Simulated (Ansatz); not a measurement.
# Work function of Fe(111): what the settings cost and change

Aim: the work function of Fe(111) against thickness and vacuum, with the cost.

Calculated with Ansatz 0.2.0; plane-wave DFT, PBE, Ansatz PAW.

**What experiment says.**

For Fe (clean (111) face, a compiled value), “Anisotropic work function of elemental crystals” (2019, arxiv:1902.07811) quotes earlier work: work function (clean (111) face, a compiled value) 4.81 eV.

This is a report of a sequence of runs, with the program logs left out and the cost of each run kept.

### 1. The system as given

The cell holds 1 atom: 1 Fe. Cell: a = 4.059 Å, b = 4.059 Å, c = 18.000 Å, α = 90.0°, β = 90.0°, γ = 60.0°. Vacuum lies along c.

### 2. Run, setting 1 layer

A work function rests on the faint tail of the density, so the SCF threshold is tight. The slab grows from one layer, at fixed mesh and 18 Å of vacuum; then the vacuum is varied on one slab.

Contents of input.yaml:

```yaml
crystal:
  lattice:
    - [4.058792924, 0.0, 0.0]
    - [2.029396462, 3.5150177809, 0.0]
    - [0.0, 0.0, 18.0]
  atoms:
    - { symbol: Fe, position: [0.6666666667, 0.6666666667, 0.5], spin: 2.5 }
magnetization:
  spin_polarized: true
kpoints:
  mp_grid: { grid: [12, 12, 1] }
hamiltonian:
  xc: pbe
scf:
  occupations: { method: fermi_dirac, width: 0.1 }
  convergence: { dr2_threshold: 1.0e-09 }
efield:
  axis: 3
  dipole_correction: true
  ramp_position: 0.97
  ramp_width: 0.06
output:
  write_potential: true
  write_density: true
  volumetric_format: npy
  elf: true
```

Run with:

```
$ ansatz run input.yaml --threads 4 --pin off --max-ram 6144MiB --backend cpu --events-out ev --progress --plain --runs-dir out
```

The job ended after 2.8 min (4 threads of Arm Neoverse N1, shared host; peak memory 0.92 GiB; 7.6 min of CPU time).

Read from the output:

```yaml
energy_at_zero_smearing: -4476.2230 eV
total_moment: 3.807 μB
site_moments: 3.750 μB
work_function_upper_face: 4.177 eV
```

Running mean over 0.8285 Å of the planar mean; the ramp of the sawtooth is left out. Electron's electrostatic potential energy less the Fermi level against z:

| z (Å) | electron's electrostatic potential energy less the Fermi level (eV) |
| --- | --- |
| 3.0 | 4.18 |
| 3.5 | 4.18 |
| 4.0 | 4.18 |
| 4.5 | 4.18 |
| 5.0 | 4.18 |
| 5.5 | 4.17 |
| 6.0 | 4.16 |
| 6.5 | 4.11 |
| 7.0 | 3.94 |
| 7.5 | 3.44 |
| 8.0 | 1.71 |
| 8.5 | -2.29 |
| 9.0 | -4.81 |
| 9.5 | -2.29 |
| 10.0 | 1.71 |
| 10.5 | 3.44 |
| 11.0 | 3.94 |
| 11.5 | 4.11 |
| 12.0 | 4.16 |
| 12.5 | 4.17 |
| 13.0 | 4.18 |
| 13.5 | 4.18 |
| 14.0 | 4.18 |
| 14.5 | 4.18 |
| 15.0 | 4.18 |

Site moment by atom:

| atom | site moment (μB) |
| --- | --- |
| Fe1 | 3.75 |

Spin density in the ca plane at fractional y = 0.667, with atoms of Fe within 0.2 Å of it.

Values in e/Å³, 5 rows by 16 columns, each cell a mean:
```
0.0 0.0 0.0 0.0 0.0 0.0 0.0 0.2 0.2 0.0 0.0 0.0 0.0 0.0 0.0 0.0
0.0 0.0 0.0 0.0 0.0 0.0 0.0 1.2 2.2 0.0 0.0 0.0 0.0 0.0 0.0 0.0
0.0 0.0 0.0 0.0 0.0 0.0 0.0 0.2 0.3 0.0 0.0 0.0 0.0 0.0 0.0 0.0
0.0 0.0 0.0 0.0 0.0 0.0 0.0 0.0 0.0 0.0 0.0 0.0 0.0 0.0 0.0 0.0
0.0 0.0 0.0 0.0 0.0 0.0 0.0 0.0 0.0 0.0 0.0 0.0 0.0 0.0 0.0 0.0
```
Columns run along c (18.0 Å), rows up along a (4.1 Å). Atoms in or near the plane, at fractional coordinates: Fe at (0.50, 0.67).

Valence density in the ca plane at fractional y = 0.667, with atoms of Fe within 0.2 Å of it. It is the smooth field of the valence electrons, not physical close to the nuclei.

Ten steps, logarithmic in the rise over the least value, from '0' (0 e/Å³) to '9' (26 e/Å³), each cell a mean:
```
00000000000000000000012100000000000000000000
00000000000000000000256410000000000000000000
00000000000000000001499720000000000000000000
00000000000000000001489620000000000000000000
00000000000000000000134200000000000000000000
00000000000000000000011000000000000000000000
00000000000000000000000000000000000000000000
00000000000000000000000000000000000000000000
00000000000000000000000000000000000000000000
```
Columns run along c (18.0 Å), rows up along a (4.1 Å). Atoms in or near the plane, at fractional coordinates: Fe at (0.50, 0.67).

Electrostatic potential energy in the ca plane at fractional y = 0.667, with atoms of Fe within 0.2 Å of it. With pseudopotentials it is smooth inside the atoms' cores, unlike the true potential.

Values in eV, 5 rows by 16 columns, each cell a mean:
```
  1   1   1   1   1   1   0  -9 -11   0   1   1   1   1   1   1
  1   1   1   1   1   1   0 -18 -21  -1   1   1   1   1   1   1
  1   1   1   1   1   1   0 -10 -13   0   1   1   1   1   1   1
  1   1   1   1   1   1   1   0   0   1   1   1   1   1   1   1
  1   1   1   1   1   1   1   0   0   1   1   1   1   1   1   1
```
Columns run along c (18.0 Å; values clipped at the 3rd and 97th percentile), rows up along a (4.1 Å). Atoms in or near the plane, at fractional coordinates: Fe at (0.50, 0.67).

The work function is 4.177 eV.

### 3. Slab, 2 atoms

System of this step: Fe(111). The cell holds 2 atoms: 2 Fe. Its edges and angles: a = 4.059 Å, b = 4.059 Å, c = 18.828 Å, α = 90.0°, β = 90.0°, γ = 60.0°. Vacuum lies along c.

input.yaml, the sections that differ from step 2:

```yaml
crystal:
  lattice:
    - [4.058792924, 0.0, 0.0]
    - [2.029396462, 3.5150177809, 0.0]
    - [0.0, 0.0, 18.8284976363]
  atoms:
    - { symbol: Fe, position: [0.6666666667, 0.6666666667, 0.4779988385], spin: 2.5 }
    - { symbol: Fe, position: [0.0, 0.0, 0.5220011615], spin: 2.5 }
output:
  write_potential: true
  write_density: true
  volumetric_format: npy
# magnetization, kpoints, hamiltonian, scf, efield: as in step 2
```

Wall time 24 s (4 threads); peak memory 0.65 GiB.

The work function is 3.800 eV, -0.378 eV from the run “1 layer”, at 0.14 times its CPU time.

### 4. Slab, 3 atoms

System of this step: Fe(111). The cell holds 3 atoms: 3 Fe. Cell: a = 4.059 Å, b = 4.059 Å, c = 19.657 Å, α = 90.0°, β = 90.0°, γ = 60.0°. Vacuum lies along c.

input.yaml, the sections that differ from step 3:

```yaml
crystal:
  lattice:
    - [4.058792924, 0.0, 0.0]
    - [2.029396462, 3.5150177809, 0.0]
    - [0.0, 0.0, 19.6569952726]
  atoms:
    - { symbol: Fe, position: [0.3333333333, 0.3333333333, 0.4578522747], spin: 2.5 }
    - { symbol: Fe, position: [0.6666666667, 0.6666666667, 0.5], spin: 2.5 }
    - { symbol: Fe, position: [0.0, 0.0, 0.5421477253], spin: 2.5 }
# magnetization, kpoints, hamiltonian, scf, efield, output: as in step 3
```

Wall time 45 s (4 threads); peak memory 0.77 GiB; 1.9 min of CPU time.

The work function is 3.979 eV, +0.180 eV from the run “2 layers”, at 1.8 times its CPU time.

### 5. Slab, 4 atoms

System of this step: Fe(111). The cell holds 4 atoms: 4 Fe. Its edges and angles: a = 4.059 Å, b = 4.059 Å, c = 20.485 Å, α = 90.0°, β = 90.0°, γ = 60.0°. Vacuum lies along c.

input.yaml, the sections that differ from step 4:

```yaml
crystal:
  lattice:
    - [4.058792924, 0.0, 0.0]
    - [2.029396462, 3.5150177809, 0.0]
    - [0.0, 0.0, 20.4854929089]
  atoms:
    - { symbol: Fe, position: [0.0, 0.0, 0.4393352916], spin: 2.5 }
    - { symbol: Fe, position: [0.3333333333, 0.3333333333, 0.4797784305], spin: 2.5 }
    - { symbol: Fe, position: [0.6666666667, 0.6666666667, 0.5202215695], spin: 2.5 }
    - { symbol: Fe, position: [0.0, 0.0, 0.5606647084], spin: 2.5 }
# magnetization, kpoints, hamiltonian, scf, efield, output: as in step 4
```

Wall time 67 s (4 threads); peak memory 0.94 GiB; 2.9 min of CPU time.

The work function is 3.881 eV, -0.099 eV from the run “3 layers”, at 1.5 times its CPU time.

### 6. Slab, 5 atoms

System of this step: Fe(111). The cell holds 5 atoms: 5 Fe. Cell: a = 4.059 Å, b = 4.059 Å, c = 21.314 Å, α = 90.0°, β = 90.0°, γ = 60.0°. Vacuum lies along c.

input.yaml, the sections that differ from step 5:

```yaml
crystal:
  lattice:
    - [4.058792924, 0.0, 0.0]
    - [2.029396462, 3.5150177809, 0.0]
    - [0.0, 0.0, 21.3139905451]
  atoms:
    - { symbol: Fe, position: [0.6666666667, 0.6666666667, 0.4222578583], spin: 2.5 }
    - { symbol: Fe, position: [0.0, 0.0, 0.4611289292], spin: 2.5 }
    - { symbol: Fe, position: [0.3333333333, 0.3333333333, 0.5], spin: 2.5 }
    - { symbol: Fe, position: [0.6666666667, 0.6666666667, 0.5388710708], spin: 2.5 }
    - { symbol: Fe, position: [0.0, 0.0, 0.5777421417], spin: 2.5 }
# magnetization, kpoints, hamiltonian, scf, efield, output: as in step 5
```

The job ended after 85 s (4 threads; peak memory 1.1 GiB).

The work function is 3.790 eV, -0.091 eV from the run “4 layers”, at 1.4 times its CPU time.

### 7. Run, 6 atoms

System of this step: Fe(111). The cell holds 6 atoms: 6 Fe. Its edges and angles: a = 4.059 Å, b = 4.059 Å, c = 22.142 Å, α = 90.0°, β = 90.0°, γ = 60.0°. Vacuum lies along c.

input.yaml, the sections that differ from step 6:

```yaml
crystal:
  lattice:
    - [4.058792924, 0.0, 0.0]
    - [2.029396462, 3.5150177809, 0.0]
    - [0.0, 0.0, 22.1424881814]
  atoms:
    - { symbol: Fe, position: [0.3333333333, 0.3333333333, 0.4064583856], spin: 2.5 }
    - { symbol: Fe, position: [0.6666666667, 0.6666666667, 0.4438750314], spin: 2.5 }
    - { symbol: Fe, position: [0.0, 0.0, 0.4812916771], spin: 2.5 }
    - { symbol: Fe, position: [0.3333333333, 0.3333333333, 0.5187083229], spin: 2.5 }
    - { symbol: Fe, position: [0.6666666667, 0.6666666667, 0.5561249686], spin: 2.5 }
    - { symbol: Fe, position: [0.0, 0.0, 0.5935416144], spin: 2.5 }
# magnetization, kpoints, hamiltonian, scf, efield, output: as in step 6
```

Run time: 100 s. Hardware: 4 threads; peak memory 1.3 GiB.

The work function is 3.863 eV, +0.073 eV from the run “5 layers”, at 1.3 times its CPU time.

### 8. Run, 8 atoms

System of this step: Fe(111). The cell holds 8 atoms: 8 Fe. Cell: a = 4.059 Å, b = 4.059 Å, c = 23.799 Å, α = 90.0°, β = 90.0°, γ = 60.0°. Vacuum lies along c.

input.yaml, the sections that differ from step 7:

```yaml
crystal:
  lattice:
    - [4.058792924, 0.0, 0.0]
    - [2.029396462, 3.5150177809, 0.0]
    - [0.0, 0.0, 23.799483454]
  atoms:
    - { symbol: Fe, position: [0.6666666667, 0.6666666667, 0.3781594679], spin: 2.5 }
    - { symbol: Fe, position: [0.0, 0.0, 0.4129710485], spin: 2.5 }
    - { symbol: Fe, position: [0.3333333333, 0.3333333333, 0.4477826291], spin: 2.5 }
    - { symbol: Fe, position: [0.6666666667, 0.6666666667, 0.4825942097], spin: 2.5 }
    - { symbol: Fe, position: [0.0, 0.0, 0.5174057903], spin: 2.5 }
    - { symbol: Fe, position: [0.3333333333, 0.3333333333, 0.5522173709], spin: 2.5 }
    - { symbol: Fe, position: [0.6666666667, 0.6666666667, 0.5870289515], spin: 2.5 }
    - { symbol: Fe, position: [0.0, 0.0, 0.6218405321], spin: 2.5 }
# magnetization, kpoints, hamiltonian, scf, efield, output: as in step 7
```

Run time: 2.6 min. Hardware: 4 threads; peak memory 1.7 GiB.

The work function is 3.859 eV, -0.004 eV from the run “6 layers”, at 1.7 times its CPU time.

### 9. Run, 10 atoms

System of this step: Fe(111). The cell holds 10 atoms: 10 Fe. Cell: a = 4.059 Å, b = 4.059 Å, c = 25.456 Å, α = 90.0°, β = 90.0°, γ = 60.0°. Vacuum lies along c.

input.yaml, the sections that differ from step 8:

```yaml
crystal:
  lattice:
    - [4.058792924, 0.0, 0.0]
    - [2.029396462, 3.5150177809, 0.0]
    - [0.0, 0.0, 25.4564787266]
  atoms:
    - { symbol: Fe, position: [0.0, 0.0, 0.3535445769], spin: 2.5 }
    - { symbol: Fe, position: [0.3333333333, 0.3333333333, 0.3860902265], spin: 2.5 }
    - { symbol: Fe, position: [0.6666666667, 0.6666666667, 0.418635876], spin: 2.5 }
    - { symbol: Fe, position: [0.0, 0.0, 0.4511815256], spin: 2.5 }
    - { symbol: Fe, position: [0.3333333333, 0.3333333333, 0.4837271752], spin: 2.5 }
    - { symbol: Fe, position: [0.6666666667, 0.6666666667, 0.5162728248], spin: 2.5 }
    - { symbol: Fe, position: [0.0, 0.0, 0.5488184744], spin: 2.5 }
    - { symbol: Fe, position: [0.3333333333, 0.3333333333, 0.581364124], spin: 2.5 }
    - { symbol: Fe, position: [0.6666666667, 0.6666666667, 0.6139097735], spin: 2.5 }
    - { symbol: Fe, position: [0.0, 0.0, 0.6464554231], spin: 2.5 }
# magnetization, kpoints, hamiltonian, scf, efield, output: as in step 8
```

It took 4.1 min on 4 threads; peak memory 2.1 GiB; 13 min of CPU time.

The work function is 3.837 eV, -0.022 eV from the run “8 layers”, at 1.5 times its CPU time.

### 10. Run, 13 atoms

System of this step: Fe(111). The cell holds 13 atoms: 13 Fe. Cell: a = 4.059 Å, b = 4.059 Å, c = 27.942 Å, α = 90.0°, β = 90.0°, γ = 60.0°. Vacuum lies along c.

input.yaml, the sections that differ from step 9:

```yaml
crystal:
  lattice:
    - [4.058792924, 0.0, 0.0]
    - [2.029396462, 3.5150177809, 0.0]
    - [0.0, 0.0, 27.9419716354]
  atoms:
    - { symbol: Fe, position: [0.0, 0.0, 0.3220960968], spin: 2.5 }
    - { symbol: Fe, position: [0.3333333333, 0.3333333333, 0.3517467473], spin: 2.5 }
    - { symbol: Fe, position: [0.6666666667, 0.6666666667, 0.3813973979], spin: 2.5 }
    - { symbol: Fe, position: [0.0, 0.0, 0.4110480484], spin: 2.5 }
    - { symbol: Fe, position: [0.3333333333, 0.3333333333, 0.4406986989], spin: 2.5 }
    - { symbol: Fe, position: [0.6666666667, 0.6666666667, 0.4703493495], spin: 2.5 }
    - { symbol: Fe, position: [0.0, 0.0, 0.5], spin: 2.5 }
    - { symbol: Fe, position: [0.3333333333, 0.3333333333, 0.5296506505], spin: 2.5 }
    - { symbol: Fe, position: [0.6666666667, 0.6666666667, 0.5593013011], spin: 2.5 }
    - { symbol: Fe, position: [0.0, 0.0, 0.5889519516], spin: 2.5 }
    - { symbol: Fe, position: [0.3333333333, 0.3333333333, 0.6186026021], spin: 2.5 }
    - { symbol: Fe, position: [0.6666666667, 0.6666666667, 0.6482532527], spin: 2.5 }
    - { symbol: Fe, position: [0.0, 0.0, 0.6779039032], spin: 2.5 }
# magnetization, kpoints, hamiltonian, scf, efield, output: as in step 9
```

The job ended after 6.5 min (4 threads; peak memory 2.8 GiB).

The work function is 3.820 eV, -0.016 eV from the run “10 layers”, at 1.7 times its CPU time.

### 11. Slab, 11 atoms

System of this step: Fe(111). The cell holds 11 atoms: 11 Fe. Its edges and angles: a = 4.059 Å, b = 4.059 Å, c = 18.285 Å, α = 90.0°, β = 90.0°, γ = 60.0°. Vacuum lies along c.

input.yaml, the sections that differ from step 10:

```yaml
crystal:
  lattice:
    - [4.058792924, 0.0, 0.0]
    - [2.029396462, 3.5150177809, 0.0]
    - [0.0, 0.0, 18.2849763629]
  atoms:
    - { symbol: Fe, position: [0.6666666667, 0.6666666667, 0.2734485351], spin: 2.5 }
    - { symbol: Fe, position: [0.0, 0.0, 0.318758828], spin: 2.5 }
    - { symbol: Fe, position: [0.3333333333, 0.3333333333, 0.364069121], spin: 2.5 }
    - { symbol: Fe, position: [0.6666666667, 0.6666666667, 0.409379414], spin: 2.5 }
    - { symbol: Fe, position: [0.0, 0.0, 0.454689707], spin: 2.5 }
    - { symbol: Fe, position: [0.3333333333, 0.3333333333, 0.5], spin: 2.5 }
    - { symbol: Fe, position: [0.6666666667, 0.6666666667, 0.545310293], spin: 2.5 }
    - { symbol: Fe, position: [0.0, 0.0, 0.590620586], spin: 2.5 }
    - { symbol: Fe, position: [0.3333333333, 0.3333333333, 0.635930879], spin: 2.5 }
    - { symbol: Fe, position: [0.6666666667, 0.6666666667, 0.681241172], spin: 2.5 }
    - { symbol: Fe, position: [0.0, 0.0, 0.7265514649], spin: 2.5 }
# magnetization, kpoints, hamiltonian, scf, efield, output: as in step 10
```

Elapsed: 3.3 min, on 4 threads; peak memory 1.7 GiB; 11 min of CPU time.

The work function is 3.865 eV. The program marks this work function as in doubt.

[end of part 1 of 2]

[Long decimals in the printed logs are rounded to 6 places.]

[Logs are printed without paths, hosts, clocks, repeated set-up lines and the standing remarks that a program may print on its own settings, such as how far it seeks lower states.]

[Hosts, paths, dates, database ids (printed as entryN), source tags and the programs' standing remarks are cut or masked in the printed files.]

[Maps of the electrostatic potential energy from Ansatz leave out the sawtooth potential of an applied field or a dipole correction, so their vacuum need not be flat; planar profiles and work functions include it.]
